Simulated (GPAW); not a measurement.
**STM contrast on TiGe2As4 monolayer**

Aim: Tersoff-Hamann images of TiGe2As4 monolayer at several biases.

Calculated with GPAW 26.7.0; GPAW, PAW setups; layer in a repeated cell with vacuum, relaxation of atoms and in-plane cell, in the first sound run; inputs show where later runs differ.

## 1. The starting structure

The cell holds 7 atoms: 4 As, 2 Ge and 1 Ti. Its edges and angles: a = 3.730 Å, b = 3.730 Å, c = 25.315 Å, α = 90.0°, β = 90.0°, γ = 120.0°. Vacuum lies along c.

Structure file:

```cif
data_structure
_symmetry_space_group_name_H-M 'P 1'
_symmetry_Int_Tables_number 1
_cell_length_a 3.7300
_cell_length_b 3.7300
_cell_length_c 25.3152
_cell_angle_alpha 90.000
_cell_angle_beta 90.000
_cell_angle_gamma 120.000
_cell_volume 305.02
loop_
_atom_site_label
_atom_site_type_symbol
_atom_site_fract_x
_atom_site_fract_y
_atom_site_fract_z
_atom_site_occupancy
As1 As 0.00000 0.00000 0.31602 1
Ge2 Ge 0.33333 0.66667 0.35011 1
As3 As 0.33333 0.66667 0.44175 1
Ti4 Ti 0.00000 0.00000 0.50000 1
As5 As 0.33333 0.66667 0.55825 1
Ge6 Ge 0.33333 0.66667 0.64989 1
As7 As 0.00000 0.00000 0.68398 1
```

## 2. Relaxing the atoms

The atoms are relaxed first, since the surface dipole, and with it the work function, follows the positions of the outer layers.

File run.py:

```python
import json
import numpy as np
from ase import Atoms
from ase.filters import FrechetCellFilter
from ase.optimize import BFGS
from gpaw import GPAW, PW

slab = Atoms(
    ['As', 'Ge', 'As', 'Ti', 'As', 'Ge', 'As'],
    positions=[
        [0.00000, 0.00000, 8.00000],
        [-0.00000, 2.15352, 8.86300],
        [-0.00000, 2.15352, 11.18300],
        [0.00000, 0.00000, 12.65761],
        [-0.00000, 2.15352, 14.13221],
        [-0.00000, 2.15352, 16.45221],
        [0.00000, 0.00000, 17.31521]],
    cell=[[3.73, 0.0, 0.0], [-1.865, 3.23027, 0.0], [0.0, 0.0, 25.3152]],
    pbc=[True, True, True])

slab.calc = GPAW(mode=PW(600), xc='PBE', kpts={'size': (9, 9, 1), 'gamma': True},
                 occupations={'name': 'fermi-dirac', 'width': 0.05}, nbands='200%',
                 convergence={'density': 1e-05}, maxiter=200,
                 symmetry={'tolerance': 1e-3}, txt='slab.txt')
result = {}
# The in-plane cell is free; stress needs a cell that repeats along all three vectors
path = []
opt = BFGS(FrechetCellFilter(slab, mask=[1, 1, 0, 0, 0, 1]), maxstep=0.2)
opt.attach(lambda: path.append((slab.get_potential_energy(), slab.positions.tolist(), slab.get_forces().tolist())))
result['relaxed'] = bool(opt.run(fmax=0.02, steps=45))
result['path'] = path
result['cell'] = slab.cell.tolist()
print('in-plane lattice', slab.cell.cellpar().round(4)[[0, 1, 5]])
energy = slab.get_potential_energy()
fermi = slab.calc.get_fermi_level()
v = slab.calc.get_electrostatic_potential().mean((0, 1)) - fermi
n = slab.calc.get_pseudo_density().mean((0, 1))
L = slab.cell[2, 2]
z = np.arange(len(v)) * L / len(v)
low, high = slab.positions[:, 2].min(), slab.positions[:, 2].max()
below, above = np.interp([low - 5.8, high + 5.8], z, v)
slopes = [np.interp(x, z, np.gradient(v, z)) for x in (low - 5.8, high + 5.8)]
eps = np.array([[slab.calc.get_eigenvalues(k, s) for k in range(len(slab.calc.get_ibz_k_points()))]
                for s in range(slab.calc.get_number_of_spins())]) - fermi
top, bottom = eps[eps < 0].max(), eps[eps > 0].min()
dipole = slab.get_dipole_moment()[2]
print(f'energy {energy:.4f} eV, Fermi level {fermi:.4f} eV, dipole {dipole:.5f} e A')
print(f'potential 5.8 A off the faces, from the Fermi level: lower {below:.4f} eV, upper {above:.4f} eV')
print(f'slope of the potential there: lower {slopes[0]:.5f}, upper {slopes[1]:.5f} eV/A')
print(f'nearest levels on the mesh: {top:.4f} and {bottom:.4f} eV')
print('magnetic moment', round(slab.get_magnetic_moment(), 3))
result.update(energy=energy, fermi=fermi, dipole=dipole, below=below, above=above, slopes=slopes, edges=[top, bottom],
              z=z.tolist(), v=v.tolist(), n=n.tolist(), positions=slab.positions.tolist(),
              forces=slab.get_forces(apply_constraint=False).tolist(), moments=slab.get_magnetic_moments().tolist())
json.dump(result, open('result.json', 'w'))
```

Command:

```sh
$ OMP_NUM_THREADS=1 OPENBLAS_NUM_THREADS=1 python run.py
```

What it wrote:

```text
Step          Energy          fmax
BFGS:    0      -34.442734        3.070152
BFGS:    1      -34.830551        2.464815
BFGS:    2      -35.430217        1.007140
BFGS:    3      -35.457707        0.777405
BFGS:    4      -35.550910        0.547816
BFGS:    5      -35.586835        0.616533
BFGS:    6      -35.620272        0.499752
BFGS:    7      -35.634049        0.292219
BFGS:    8      -35.640390        0.155100
BFGS:    9      -35.641965        0.148051
BFGS:   10      -35.642940        0.130555
BFGS:   11      -35.645090        0.110080
BFGS:   12      -35.647880        0.110493
BFGS:   13      -35.649825        0.059053
BFGS:   14      -35.650408        0.014841
in-plane lattice [  3.7901   3.7901 120.    ]
energy -35.6464 eV, Fermi level 0.2385 eV, dipole 0.00172 e A
potential 5.8 A off the faces, from the Fermi level: lower 5.0665 eV, upper 5.0659 eV
slope of the potential there: lower 0.00001, upper 0.00029 eV/A
nearest levels on the mesh: -0.1587 and 0.0087 eV
magnetic moment 0.0
```

Run time: 21 min. Hardware: 1 thread of Intel Xeon at 2.60GHz (Ice Lake), shared host; peak memory 0.57 GiB.

Numbers from this step:

| Property | Result |
| --- | --- |
| dipole along the normal | 0.001722 e·Å |
| levels nearest the Fermi level on the mesh | -0.1587, 0.008722 eV from the Fermi level |

Electrostatic potential energy of an electron (without an applied field's), less the Fermi level, planar mean against z:

z (Å), electrostatic potential energy of an electron (without an applied field's), less the Fermi level, planar mean (eV) and a bar from the least value:
```
      0.0        5.1 ##############################
      0.5        5.1 ##############################
      1.0        5.1 ##############################
      1.5        5.1 ##############################
      2.0        5.1 ##############################
      2.5        5.1 ##############################
      3.0        5.1 ##############################
      3.5        5.1 ##############################
      4.0        5.1 ##############################
      4.5        5.1 ##############################
      5.0        5.0 ##############################
      5.5        5.0 ##############################
      6.0        4.6 #############################
      6.5        3.2 ###########################
      7.0       -1.8 ##################
      7.5      -11.9 
      8.0       -9.7 ####
      8.5      -10.8 ##
      9.0       -9.1 #####
      9.5       -0.2 #####################
     10.0        2.5 ##########################
     10.5        0.0 #####################
     11.0       -9.0 #####
     11.5       -8.8 ######
     12.0       -4.7 #############
     12.5      -10.5 ###
     13.0       -8.0 #######
     13.5       -4.9 ############
     14.0      -11.1 ##
     14.5       -5.3 ############
     15.0        1.6 ########################
     15.5        2.1 #########################
     16.0       -2.8 ################
     16.5      -12.0 
     17.0       -9.0 #####
     17.5      -11.9 
     18.0       -8.5 ######
     18.5        0.8 ######################
     19.0        4.0 ############################
     19.5        4.8 ##############################
     20.0        5.0 ##############################
     20.5        5.0 ##############################
     21.0        5.1 ##############################
     21.5        5.1 ##############################
     22.0        5.1 ##############################
     22.5        5.1 ##############################
     23.0        5.1 ##############################
     23.5        5.1 ##############################
     24.0        5.1 ##############################
     24.5        5.1 ##############################
     25.0        5.1 ##############################
```

The pseudo valence density, planar mean oscillates, so the rows of the table below give means over windows of 0.5 Å about each position, cut where the curve ends. Its maxima inside the range that stand out by 2 % of the span (Å: e/Å³): 7.21: 0.238, 8.26: 0.396, 9.14: 0.206, 10.72: 0.229, 12.66: 0.999, 14.59: 0.229, 16.17: 0.207, 17.05: 0.396, 18.11: 0.238. Its minima: 7.56: 0.164, 8.79: 0.0585, 9.84: 0.109, 11.25: 0.163, 14.06: 0.163, 15.47: 0.109, 16.53: 0.0585, 17.76: 0.164.

The pseudo valence density, planar mean by z; means over each step:

```csv
z (Å),"pseudo valence density, planar mean (e/Å³)"
4.0,8.4e-5
4.5,3.3e-4
5.0,0.00134
5.5,0.00549
6.0,0.0221
6.5,0.0806
7.0,0.197
7.5,0.197
8.0,0.340
8.5,0.241
9.0,0.144
9.5,0.158
10.0,0.116
10.5,0.180
11.0,0.196
11.5,0.259
12.0,0.415
12.5,0.837
13.0,0.675
13.5,0.344
14.0,0.207
14.5,0.212
15.0,0.146
15.5,0.118
16.0,0.179
16.5,0.124
17.0,0.335
17.5,0.268
18.0,0.209
18.5,0.155
19.0,0.0509
19.5,0.0133
20.0,0.00328
20.5,8.1e-4
21.0,2.0e-4
21.5,5.0e-5
```

The relaxation lowered the energy of the cell by 1.21 eV (energies extrapolated to zero smearing; the optimiser's log prints free energies). The largest force left on a free atom is 0.015 eV/Å.

## 3. Plane waves, PBE

With the geometry fixed, the planar mean of the potential gives the vacuum level on each side.

This step: GPAW, PAW setups; slab in vacuum (GPAW 26.7.0).

The cell differs from the one that the last finished run ended in (c 25.315 → 26.107 Å).

File run.py:

```python
import json
import numpy as np
from ase import Atoms
from ase.dft.stm import STM
from gpaw import GPAW, PW

slab = Atoms(
    ['As', 'Ge', 'As', 'Ti', 'As', 'Ge', 'As'],
    positions=[
        [0.00000, 0.00000, 8.00000],
        [0.00000, 2.18820, 9.15078],
        [0.00000, 2.18820, 11.61384],
        [0.00000, -0.00000, 13.05336],
        [0.00000, 2.18820, 14.49287],
        [0.00000, 2.18820, 16.95593],
        [0.00000, -0.00000, 18.10671]],
    cell=[[3.79006, -0.0, 0.0], [-1.89503, 3.28228, 0.0], [0.0, 0.0, 26.1067]],
    pbc=[True, True, False])

slab.calc = GPAW(mode=PW(400), xc='PBE', kpts={'size': (9, 9, 1), 'gamma': True},
                 occupations={'name': 'fermi-dirac', 'width': 0.05}, nbands='200%',
                 convergence={'density': 1e-05}, maxiter=200,
                 poissonsolver={'dipolelayer': 'xy'},
                 symmetry={'tolerance': 1e-3}, txt='slab.txt')
result = {}
energy = slab.get_potential_energy()
fermi = slab.calc.get_fermi_level()
v = slab.calc.get_electrostatic_potential().mean((0, 1)) - fermi
n = slab.calc.get_pseudo_density().mean((0, 1))
L = slab.cell[2, 2]
z = np.arange(len(v)) * L / len(v)
low, high = slab.positions[:, 2].min(), slab.positions[:, 2].max()
below, above = np.interp([low - 5.8, high + 5.8], z, v)
slopes = [np.interp(x, z, np.gradient(v, z)) for x in (low - 5.8, high + 5.8)]
eps = np.array([[slab.calc.get_eigenvalues(k, s) for k in range(len(slab.calc.get_ibz_k_points()))]
                for s in range(slab.calc.get_number_of_spins())]) - fermi
top, bottom = eps[eps < 0].max(), eps[eps > 0].min()
dipole = slab.get_dipole_moment()[2]
print(f'energy {energy:.4f} eV, Fermi level {fermi:.4f} eV, dipole {dipole:.5f} e A')
print(f'potential 5.8 A off the faces, from the Fermi level: lower {below:.4f} eV, upper {above:.4f} eV')
print(f'slope of the potential there: lower {slopes[0]:.5f}, upper {slopes[1]:.5f} eV/A')
print(f'nearest levels on the mesh: {top:.4f} and {bottom:.4f} eV')
print('magnetic moment', round(slab.get_magnetic_moment(), 3))
result.update(energy=energy, fermi=fermi, dipole=dipole, below=below, above=above, slopes=slopes, edges=[top, bottom],
              z=z.tolist(), v=v.tolist(), n=n.tolist(), positions=slab.positions.tolist(),
              forces=slab.get_forces(apply_constraint=False).tolist(), moments=slab.get_magnetic_moments().tolist())

# Images need the states of the whole zone, up to time reversal
slab.calc = slab.calc.fixed_density(symmetry={'point_group': False}, txt='states.txt', nbands='290%',
                                    convergence={'bands': 'CBM+1.3'})
stm = STM(slab)
result['stm'] = []
for bias in [-1.0, 1.0]:
    height = high + 4.0
    current = stm.get_averaged_current(bias, height)
    x, y, h = stm.scan(bias, current)
    i, f = divmod(height / L * stm.ldos.shape[2], 1)
    I = abs((1 - f) * stm.ldos[:, :, int(i)] + f * stm.ldos[:, :, int(i) + 1])
    print(f'bias {bias} V: mean current at 4.0 A {current:.4e}, corrugation {np.ptp(h):.4f} A')
    result['stm'].append(dict(bias=bias, current=current, h=(h - high).tolist(), I=I.tolist()))
json.dump(result, open('result.json', 'w'))
```

What it wrote:

```text
energy -35.5797 eV, Fermi level 0.0790 eV, dipole 0.00177 e A
potential 5.8 A off the faces, from the Fermi level: lower 5.0674 eV, upper 5.0635 eV
slope of the potential there: lower -0.00018, upper 0.00018 eV/A
nearest levels on the mesh: -0.1589 and 0.0084 eV
magnetic moment 0.0
bias -1.0 V: mean current at 4.0 A 6.4136e-06, corrugation 0.2484 A
bias 1.0 V: mean current at 4.0 A 2.7873e-06, corrugation 0.0980 A
```

Elapsed: 3.8 min, on 1 thread; peak memory 0.61 GiB.

This step gave:

```
dipole along the normal                    : 0.001771 e·Å
levels nearest the Fermi level on the mesh : -0.1589, 0.008421 eV from the Fermi level
upper work function                        : 5.064 eV
lower work function                        : 5.067 eV
corrugation -1                             : 0.2484 Å
corrugation 1                              : 0.09805 Å
```

The electrostatic potential energy of an electron (without an applied field's), less the Fermi level, planar mean oscillates, so the rows of the table below give means over windows of 1.88 Å about each position, cut where the curve ends. Its maxima inside the range that stand out by 2 % of the span (Å: eV): 8.6: -8.54, 10.4: 2.55, 12.3: -4.49, 13.8: -4.49, 15.7: 2.55, 17.5: -8.54. Its minima: 8.0: -12.9, 9.1: -12.4, 11.6: -11.4, 13.1: -11.5, 14.5: -11.4, 17.0: -12.4, 18.1: -12.9.

Electrostatic potential energy of an electron (without an applied field's), less the Fermi level, planar mean against z; means over each step:

```csv
z (Å),"electrostatic potential energy of an electron (without an applied field's), less the Fermi level, planar mean (eV)"
0.94,5.07
2.82,5.07
4.70,5.06
6.58,3.16
8.46,-10.3
10.34,-0.845
12.22,-8.35
14.10,-7.59
15.98,-1.56
17.86,-9.36
19.74,3.98
21.62,5.06
23.50,5.06
25.38,5.06
```

The pseudo valence density, planar mean oscillates, so the rows of the table below give means over windows of 1.04 Å about each position, cut where the curve ends. Its maxima inside the range that stand out by 2 % of the span (Å: e/Å³): 7.5: 0.236, 8.6: 0.403, 9.6: 0.213, 11.3: 0.225, 13.2: 0.956, 14.8: 0.225, 16.5: 0.213, 17.5: 0.403, 18.6: 0.236. Its minima: 7.9: 0.164, 9.2: 0.0586, 10.2: 0.109, 11.5: 0.169, 14.6: 0.169, 15.9: 0.109, 16.9: 0.0586, 18.2: 0.164.

Pseudo valence density, planar mean against z; means over each step:

```csv
z (Å),"pseudo valence density, planar mean (e/Å³)"
3.64,1.3e-5
4.68,2.4e-4
5.72,0.00430
6.76,0.0685
7.80,0.217
8.84,0.253
9.88,0.151
10.92,0.174
11.96,0.278
13.00,0.748
14.04,0.311
15.08,0.181
16.12,0.147
17.16,0.233
18.20,0.232
19.24,0.0868
20.28,0.00594
21.32,3.3e-4
22.36,1.8e-5
```

Tip height over the top atom over a1 and a2. Sample bias -1 V, constant current at the mean current 4.0 Å over the top atom.

Ten even steps from '0' (3.89 Å) to '9' (4.14 Å):
```
998754321123457899
987643211123467899
876432111123467888
654321000123456777
543210000123455665
432100000123445554
321100001123334433
211100011122233322
111111111111222211
222222222111111111
333333332111001112
444444432210001223
556655433210012334
677765543211123455
888876543211234567
999876532111235678
999875432112345789
999865432123456899
```
Columns: a1 from 0 to 0.944; rows upwards: a2 from 0 to 0.944.

Local density of states summed over the bias window over a1 and a2. Sample bias -1 V, constant height 4.0 Å over the top atom.

Ten even steps from '_' (4.89 × 1e-6 arbitrary) to '@' (9.48 × 1e-6 arbitrary):
```
@@@@##**++--::........::--++**##@@@@
%%##**++==::....__....::==++**##%%@@
##**++==::....____....::==++**######
**++==::....______....::==++********
==--::....________....::--==++++++++
--::....__________....::----======--
::....____________....::::--------::
....______________......::::::::::..
....................................
......................__________....
::::::::::::::::....____________....
----======----::::..__________..::::
==++++++++==----::..________..::----
**********++==--::..______..::--==++
########**++==--::..____..::--==++**
%%@@%%##**++==--::......::--==++**##
@@@@@@##**++--::........::--++**##@@
@@@@%%##**==--::......::--==**##%%@@
```
Columns: a1 from 0 to 0.944; rows upwards: a2 from 0 to 0.944.

(Part 1 of 2 ends here.)

[Logs are printed without paths, hosts, clocks, repeated set-up lines and the standing remarks that a program may print on its own settings, such as how far it seeks lower states.]

[Hosts, paths, dates, database ids (printed as entryN), source tags and the programs' standing remarks are cut or masked in the printed files.]
